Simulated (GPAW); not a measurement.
# MnSi15 (Si32 Mn2 d3p84): parallel and opposed starts, part 2 of 2

Aim: find out whether MnSi15 (Si32 Mn2 d3p84) carries moments, and which collinear order costs least.

GPAW 26.7.0; PBE; plane waves with GPAW's PAW setups, scalar-relativistic.

So far. Step 2 (Run 1 (ferro ++)): After 34 cycles the largest moment stands at 2.86 μB.

## Step 3: Run 2 (antiferro +-)

Another pattern of signs weighs the neighbour shells otherwise.

Contents of order2.py:

```python
import json
import numpy as np
from ase import Atoms
from ase.parallel import paropen, parprint
from gpaw import GPAW

atoms = Atoms(['Mn', 'Si', 'Mn', 'Si', 'Si', 'Si', 'Si', 'Si', 'Si', 'Si', 'Si', 'Si', 'Si', 'Si', 'Si', 'Si', 'Si', 'Si', 'Si', 'Si', 'Si', 'Si', 'Si', 'Si', 'Si', 'Si', 'Si', 'Si', 'Si', 'Si', 'Si', 'Si'],
    cell=[[10.862, 0.0, 0.0],
         [0.0, 10.862, 0.0],
         [0.0, 0.0, 5.431]],
    scaled_positions=[[0.0, 0.0, 0.0],
         [0.125, 0.125, 0.25],
         [0.0, 0.25, 0.5],
         [0.125, 0.375, 0.75],
         [0.25, 0.0, 0.5],
         [0.375, 0.125, 0.75],
         [0.25, 0.25, 0.0],
         [0.375, 0.375, 0.25],
         [0.0, 0.5, 0.0],
         [0.125, 0.625, 0.25],
         [0.0, 0.75, 0.5],
         [0.125, 0.875, 0.75],
         [0.25, 0.5, 0.5],
         [0.375, 0.625, 0.75],
         [0.25, 0.75, 0.0],
         [0.375, 0.875, 0.25],
         [0.5, 0.0, 0.0],
         [0.625, 0.125, 0.25],
         [0.5, 0.25, 0.5],
         [0.625, 0.375, 0.75],
         [0.75, 0.0, 0.5],
         [0.875, 0.125, 0.75],
         [0.75, 0.25, 0.0],
         [0.875, 0.375, 0.25],
         [0.5, 0.5, 0.0],
         [0.625, 0.625, 0.25],
         [0.5, 0.75, 0.5],
         [0.625, 0.875, 0.75],
         [0.75, 0.5, 0.5],
         [0.875, 0.625, 0.75],
         [0.75, 0.75, 0.0],
         [0.875, 0.875, 0.25]],
    pbc=True,
    magmoms=[4.5, 0.0, -4.5, 0.0, 0.0, 0.0, 0.0, 0.0, 0.0, 0.0, 0.0, 0.0, 0.0, 0.0, 0.0, 0.0, 0.0, 0.0, 0.0, 0.0, 0.0, 0.0, 0.0, 0.0, 0.0, 0.0, 0.0, 0.0, 0.0, 0.0, 0.0, 0.0])
atoms.calc = GPAW(mode={'name': 'pw', 'ecut': 450},
    xc='PBE',
    kpts={'size': (3, 3, 5), 'gamma': True},
    occupations={'name': 'fermi-dirac', 'width': 0.05},
    convergence={'density': 1e-05, 'energy': 1e-05},
    maxiter=200,
    mixer={'name': 'pulay', 'beta': 0.05, 'nmaxold': 6, 'weight': 50},
    symmetry={'tolerance': 1e-4},
    txt='order2.txt')
e = atoms.get_potential_energy(force_consistent=True)
res = {'free_energy': e, 'energy_sigma0': atoms.get_potential_energy(), 'fermi_energy': atoms.calc.get_fermi_level()}
res['moments'] = atoms.get_magnetic_moments().tolist()
res['total'] = atoms.get_magnetic_moment()
parprint('site moments (muB):', np.round(res['moments'], 3))
parprint(f"total moment: {res['total']:.3f} muB")
parprint(f'free energy: {e:.6f} eV')
atoms.calc.write('order2.gpw')
with paropen('results.json', 'w') as f:
    json.dump(res, f)
```

Started as:

```sh
> OMP_NUM_THREADS=1 mpirun -n 4 gpaw python order2.py > order2.log
```

Numbers of over 12 decimals in the logs are rounded to 6 here.

The log of the run:

```text
site moments (muB): [ 2.636e+00  0.000e+00 -2.636e+00  5.800e-02  3.000e-03  0.000e+00
 -3.000e-03 -0.000e+00 -9.000e-03  0.000e+00  9.000e-03 -5.800e-02
 -4.000e-03  0.000e+00  4.000e-03  0.000e+00 -1.000e-03  0.000e+00
  1.000e-03 -0.000e+00  3.000e-03  0.000e+00 -3.000e-03  5.800e-02
 -3.000e-03  0.000e+00  3.000e-03  0.000e+00 -4.000e-03  0.000e+00
  4.000e-03 -5.800e-02]
total moment: 0.000 muB
free energy: -176.926940 eV

--- order2.txt ---
Input parameters:
  mode=PW(ecut=450),
  convergence={'density': 1e-05, 'energy': 1e-05},
  kpts=MonkhorstPack(size=(3, 3, 5), gamma=True),
  maxiter=200,
  mixer=Pulay(name='pulay', nmaxold=6, beta=0.05, weight=50, sigma=0.015, g_ss=None),
  occupations=Occupations(name='fermi-dirac', width=0.05),
  symmetry=Symmetry(tolerance=0.0001),
  xc=XC(name='PBE')

Diagonalizing LCAO Hamiltonian
Converting LCAO to pw mode
        .--------------------------.
       /|                          |
      / |                          |
     /  |  Si           Si         |
    /   |      Si            Si    |
   /  Si|           Si             |
  /    Si        Si  Si        Si  |
 *      .--Si------------Si--------.
 |     / Si Si        Si Si       /
 | Mn /      Si Si         Si    /
 |   Si Si    Si  Si Si    Si   /
 |  /Si            Si          /
 | /     Si            Si     /
 |/                          /
 Mn------------Si-----------*

Atoms  # Å, Bohr magnetons
|    | symbol |        x |        y |        z |    initial magnetic moments |
|----|--------|----------|----------|----------|-----------------------------|
|  0 |     Mn | 0.000000 | 0.000000 | 0.000000 | ( 0.0000,  0.0000,  4.5000) |
|  1 |     Si | 1.357750 | 1.357750 | 1.357750 | ( 0.0000,  0.0000,  0.0000) |
|  2 |     Mn | 0.000000 | 2.715500 | 2.715500 | ( 0.0000,  0.0000, -4.5000) |
|  3 |     Si | 1.357750 | 4.073250 | 4.073250 | ( 0.0000,  0.0000,  0.0000) |
|  4 |     Si | 2.715500 | 0.000000 | 2.715500 | ( 0.0000,  0.0000,  0.0000) |
|  5 |     Si | 4.073250 | 1.357750 | 4.073250 | ( 0.0000,  0.0000,  0.0000) |
|  6 |     Si | 2.715500 | 2.715500 | 0.000000 | ( 0.0000,  0.0000,  0.0000) |
|  7 |     Si | 4.073250 | 4.073250 | 1.357750 | ( 0.0000,  0.0000,  0.0000) |
|  8 |     Si | 0.000000 | 5.431000 | 0.000000 | ( 0.0000,  0.0000,  0.0000) |
|  9 |     Si | 1.357750 | 6.788750 | 1.357750 | ( 0.0000,  0.0000,  0.0000) |
| 10 |     Si | 0.000000 | 8.146500 | 2.715500 | ( 0.0000,  0.0000,  0.0000) |
| 11 |     Si | 1.357750 | 9.504250 | 4.073250 | ( 0.0000,  0.0000,  0.0000) |
| 12 |     Si | 2.715500 | 5.431000 | 2.715500 | ( 0.0000,  0.0000,  0.0000) |
| 13 |     Si | 4.073250 | 6.788750 | 4.073250 | ( 0.0000,  0.0000,  0.0000) |
[...]
| 24 |     Si | 5.431000 | 5.431000 | 0.000000 | ( 0.0000,  0.0000,  0.0000) |
| 25 |     Si | 6.788750 | 6.788750 | 1.357750 | ( 0.0000,  0.0000,  0.0000) |
| 26 |     Si | 5.431000 | 8.146500 | 2.715500 | ( 0.0000,  0.0000,  0.0000) |
| 27 |     Si | 6.788750 | 9.504250 | 4.073250 | ( 0.0000,  0.0000,  0.0000) |
| 28 |     Si | 8.146500 | 5.431000 | 2.715500 | ( 0.0000,  0.0000,  0.0000) |
| 29 |     Si | 9.504250 | 6.788750 | 4.073250 | ( 0.0000,  0.0000,  0.0000) |
| 30 |     Si | 8.146500 | 8.146500 | 0.000000 | ( 0.0000,  0.0000,  0.0000) |
| 31 |     Si | 9.504250 | 9.504250 | 1.357750 | ( 0.0000,  0.0000,  0.0000) |

Unit cell  # Å
| periodic |         x |         y |        z |   lengths |    angles |
|----------|-----------|-----------|----------|-----------|-----------|
|      yes | 10.862000 |  0.000000 | 0.000000 | 10.862000 | 90.000000 |
|      yes |  0.000000 | 10.862000 | 0.000000 | 10.862000 | 90.000000 |
|      yes |  0.000000 |  0.000000 | 5.431000 |  5.431000 | 90.000000 |

Number of symmetries: 2

BZ-sampling:
  Number of BZ points: 45
  Number of IBZ points: 16

  Monkhorst-Pack size: [3, 3, 5]
  Monkhorst-Pack shift: [0, 0, 0]

Plane wave coefficients: 13930
Cutoff: 450.000000 eV

Spin-components: 2 (collinear spins)
Bands:           94
Projectors:      162
Spin-degeneracy: 1
Datatype:        complex128

Parallelization:
  kpt:    4
  domain: 1
  band:   1

Density:
  Valence electrons: 150.0
  Components: 2
  Grid points: [54 54 27]
  Charge: 0.0  # |e|

Potential:
  Grid points: [54 54 27]

[... setups left out ...]
Reference energy: -299618.503652  # eV

eigensolver:
  PPCG
  Converge bands: occupied
  niter=2

density mixing:
  Pulay-Mixer
  Linear mixing parameters: 0.05
  Old densities: 6
  Fourier metric: weight=50, sigma=0.015

occupation numbers:
  Fermi-Dirac:
    width: 0.0500  # eV

poisson solver:
  ecut: 3600.000000  # eV

xc functional:
  name: PBE with 2 nearest neighbor stencil

convergence criteria:
- Maximum integral of absolute [dens]ity change: 1e-05 electrons / valence electron
- Maximum [total energy] change in last 3 cyles: 1e-05 eV / valence electron
- Maximum integral of absolute [eigenst]ate change: 4e-08 eV^2 / valence electron
maximum number of iterations: 200

SCF iterations
|iter     |      energy | eigst |  dens |  magmom |
|---------|-------------|-------|-------|---------|
|iter:   1|       0s | -177.413377 | +0.30 |       |  -0.0000|
|iter:   2|      32s | -177.262664 | -0.99 | -0.82 |  -0.0000|
|iter:   3|      62s | -177.090798 | -2.08 | -0.86 |  -0.0000|
|iter:   4|      92s | -176.935291 | -1.06 | -0.90 |  +0.0000|
|iter:   5|     124s | -176.776661 | -2.34 | -1.58 |  +0.0000|
|iter:   6|     155s | -176.774059 | -2.73 | -1.64 |  -0.0000|
|iter:   7|     187s | -176.773577 | -3.23 | -1.71 |  -0.0000|
|iter:   8|     218s | -176.851015 | -2.82 | -1.77 |  -0.0000|
|iter:   9|     249s | -176.850192 | -3.20 | -2.07 |  +0.0000|
|iter:  10|     279s | -176.866001 | -3.63 | -2.34 |  +0.0000|
[... 15 iterations left out ...]
|iter:  26|     763s | -176.879657c| -6.36 | -3.83 |  +0.0000|
|iter:  27|     791s | -176.879662c| -7.39 | -4.02 |  +0.0000|
|iter:  28|     822s | -176.879681c| -6.46 | -4.08 |  +0.0000|
|iter:  29|     836s | -176.879682c| -7.55c| -4.44 |  +0.0000|
|iter:  30|     851s | -176.879685c| -7.65c| -4.51 |  +0.0000|
|iter:  31|     866s | -176.879686c| -7.68c| -4.61 |  +0.0000|
|iter:  32|     881s | -176.879689c| -7.85c| -4.66 |  +0.0000|
|iter:  33|     895s | -176.879690c| -7.90c| -4.82 |  +0.0000|
|iter:  34|     910s | -176.879693c| -7.84c| -4.95 |  +0.0000|
|iter:  35|     925s | -176.879693c| -7.95c| -5.02c|  +0.0000|

Converged in 35 steps
Energy contributions relative to reference atoms: (reference = -299618.503652)

Energy contributions:
  Kinetic:         237.144205
  Coulomb:        -207.839341
  Zero:              0.016707
  External:          0.000000
  Xc:             -206.154017
  Entropy:          -0.094495
  Spinorbit:         0.000000
  ----------------------------
  Free energy:    -176.926940
  Extrapolated:   -176.879693

dipole moment: (-96.135968, -95.206055, -94.868265)  # |e|*Ang

Total magnetic moment: (0.000000, 0.000000, 0.000006)

Local magnetic moments
|        x |        y |         z |
|----------|----------|-----------|
| 0.000000 | 0.000000 |  2.635792 |  # Mn   0
| 0.000000 | 0.000000 |  0.000000 |  # Si   1
| 0.000000 | 0.000000 | -2.635790 |  # Mn   2
| 0.000000 | 0.000000 |  0.058153 |  # Si   3
| 0.000000 | 0.000000 |  0.003379 |  # Si   4
| 0.000000 | 0.000000 |  0.000000 |  # Si   5
| 0.000000 | 0.000000 | -0.003379 |  # Si   6
| 0.000000 | 0.000000 | -0.000378 |  # Si   7
| 0.000000 | 0.000000 | -0.008938 |  # Si   8
| 0.000000 | 0.000000 |  0.000000 |  # Si   9
| 0.000000 | 0.000000 |  0.008938 |  # Si  10
| 0.000000 | 0.000000 | -0.058153 |  # Si  11
[...]
| 0.000000 | 0.000000 | -0.002808 |  # Si  24
| 0.000000 | 0.000000 |  0.000000 |  # Si  25
| 0.000000 | 0.000000 |  0.002808 |  # Si  26
| 0.000000 | 0.000000 |  0.000378 |  # Si  27
| 0.000000 | 0.000000 | -0.004285 |  # Si  28
| 0.000000 | 0.000000 |  0.000000 |  # Si  29
| 0.000000 | 0.000000 |  0.004285 |  # Si  30
| 0.000000 | 0.000000 | -0.058153 |  # Si  31

Fermi level: 5.279
Eigenvalues  # (at kpt = [0.000, 0.000, 0.000])
| band index |      eig [eV] | occ [0-1] |      eig [eV] | occ [0-1] |
|------------|---------------|-----------|---------------|-----------|
|          0 |       -75.085 |     1.000 |       -75.085 |     1.000 |
|        ... |               |           |               |           |
|         67 |         3.682 |     1.000 |         3.682 |     1.000 |
|         68 |         3.942 |     1.000 |         3.942 |     1.000 |
|         69 |         4.056 |     1.000 |         4.056 |     1.000 |
|         70 |         4.256 |     1.000 |         4.256 |     1.000 |
|         71 |         4.482 |     1.000 |         4.482 |     1.000 |
|         72 |         4.599 |     1.000 |         4.599 |     1.000 |
|         73 |         4.648 |     1.000 |         4.648 |     1.000 |
|         74 |         5.265 |     0.568 |         5.265 |     0.568 |
|         75 |         5.374 |     0.129 |         5.374 |     0.129 |
|         76 |         5.539 |     0.005 |         5.539 |     0.005 |
|         77 |         5.731 |     0.000 |         5.731 |     0.000 |
|         78 |         5.766 |     0.000 |         5.766 |     0.000 |
|         79 |         6.019 |     0.000 |         6.019 |     0.000 |
|         80 |         6.194 |     0.000 |         6.194 |     0.000 |
|         81 |         6.210 |     0.000 |         6.210 |     0.000 |
|         82 |         6.359 |     0.000 |         6.359 |     0.000 |
|        ... |               |           |               |           |
|         93 |         8.007 |     0.000 |         8.007 |     0.000 |

No gap
No difference between direct/indirect transitions
```

Wall time 16 min (4 MPI ranks of Arm Neoverse V1, shared host); peak memory 2.4 GiB; 65 min of CPU time.

Spin moment in the augmentation sphere by element, in μB:

```
element  atoms  mean  spread (r.m.s.)  least  largest
     Mn      2  0.00             2.64  -2.64     2.64
     Si     30  0.00             0.02  -0.06     0.06
```

The atoms farthest from the mean of their element:

```
atom       x, y, z (Å)  spin moment in the augmentation sphere (μB)
 Mn1  0.00, 0.00, 0.00                                         2.64
 Mn3  0.00, 2.72, 2.72                                        -2.64
 Si4  1.36, 4.07, 4.07                                         0.06
Si12  1.36, 9.50, 4.07                                        -0.06
Si32  9.50, 9.50, 1.36                                        -0.06
Si24  9.50, 4.07, 1.36                                         0.06
 Si9  0.00, 5.43, 0.00                                        -0.01
Si11  0.00, 8.15, 2.72                                         0.01
```

This step gave:

```yaml
magnetization: 0 μB
final_state: antiferromagnetic
```

It lies 166 meV a seeded atom over the first start, and its largest moment is 2.64 μB against 2.86 μB.

## Step 4: The states side by side

These are free energies at a smearing of 0.05 eV, so its entropy term is in the differences. They are divided by the number of seeded atoms, so that cells of unlike size compare.

Orders:

```
       start        final state  typed order kept  energy over the lowest (meV a seeded atom)  largest site moment (μB)  net moment (μB a primitive cell)  mesh matched  CPU time (s)
    ferro ++      ferromagnetic               yes                                           0                     2.864                              5.99           yes          4111
antiferro +-  antiferromagnetic               yes                                       165.6                     2.636                                 0           yes          3893
```

## Step 5: Results

- lowest state found: ferromagnetic (typed ferro ++)
- largest site moment: 2.86 μB
- next state: antiferromagnetic, 166 meV a seeded atom higher

In words: The lowest state found is ferromagnetic, reached from the start ferro ++, with moments up to 2.86 μB. The next state costs 166 meV a seeded atom. This is the lowest of 2 finished starts, no proof of the ground state.

[Logs and program files are shortened in this print: banners, set-up blocks, solver, clock and traceback lines can be left out without a mark of their own.]

[Logs are printed without paths, hosts, clocks, repeated set-up lines and the standing remarks that a program may print on its own settings, such as how far it seeks lower states.]

[Hosts, paths, dates, database ids (printed as entryN), source tags and the programs' standing remarks are cut or masked in the printed files.]

[Where a cell is said to come from a database of computed structures, the database is the Materials Project.]

[Lattice constants of own cells that a recipe calls measured were typed without a cited source.]
